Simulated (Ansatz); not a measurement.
## WS2 (P6_3/mmc): refractive index against wavelength

The refractive index of WS2 (P6_3/mmc) along x below the direct gap (1.74 eV on the mesh) is read from one computed spectrum, n = √(Re ε). x, y and z are the Cartesian axes of the input cell.

Symmetry: P6_3/mmc, No. 194, hexagonal system. Conventional cell: a = 3.180 Å, b = 3.180 Å, c = 12.500 Å, α = 90.00°, β = 90.00°, γ = 120.00°. W on site c is surrounded by 6 S at 2.41 Å. S on site f has 3 W at 2.41 Å as nearest neighbours.

Method: Ansatz 0.2.0, PBE, independent particles, k-mesh 9×9×2 with interpolation inside its cells, Gaussian parameter 0.1 eV.

Launch of the response step: `ansatz run input.yaml --threads 4 --pin off --max-ram 8192MiB --backend cpu --events-out ev --progress --plain --runs-dir out`. The run took 45 s, on 4 threads of Arm Neoverse V2, with other jobs on the host.

| wavelength (nm) | photon energy E (eV) | n |
| --- | --- | --- |
| 3000 | 0.413 | 3.8250 |
| 2000 | 0.620 | 3.8591 |
| 1550 | 0.800 | ? |
| 1310 | 0.946 | 3.9491 |
| 1064 | 1.165 | 4.0445 |

In the single-oscillator model n² − 1 = E₀E_d/(E₀² − E²), so 1/(n² − 1) = E₀/E_d − E²/(E₀E_d) is linear in E².

Working, on the rows shown:

| x = E² (eV²) | y = 1/(n² − 1) |
| --- | --- |
| 0.170801 | 0.0733642 |
| 0.384302 | 0.0719805 |
| 0.895757 | 0.0685148 |
| 1.35784 | 0.0651127 |

Means: x̄ = 0.70218, ȳ = 0.069743. Σ(x − x̄)(y − ȳ) = -0.005909, Σ(x − x̄)² = 0.8508. Slope = -0.005909 / 0.8508 = -0.006946; intercept = ȳ − slope · x̄ = 0.07462. Turned back into n, the line misses the rows shown by at most 0.0031.

Fill in the last column of the withheld row.

At x = 0.63984 the line gives y = 0.070176, that is 3.9051. The run gave 3.9023, so the interpolation is off by 0.0028, 1.3 % of the range in the table.

Refitted with all rows, the slope is -0.006952 and the intercept 0.074646. These give E₀ = √(intercept/−slope) = 3.28 eV and E_d = E₀/intercept = 43.9 eV; E₀ is 1.9 times the direct gap. The electronic limit at long wavelengths, without lattice vibrations, is n = √(1 + 1/intercept) = 3.794. The cell comes from an older database entry, whose edges can be off by a per cent or so. Excitons are left out and so are local fields; PBE gaps are as a rule too small. Spin-orbit coupling is left out.
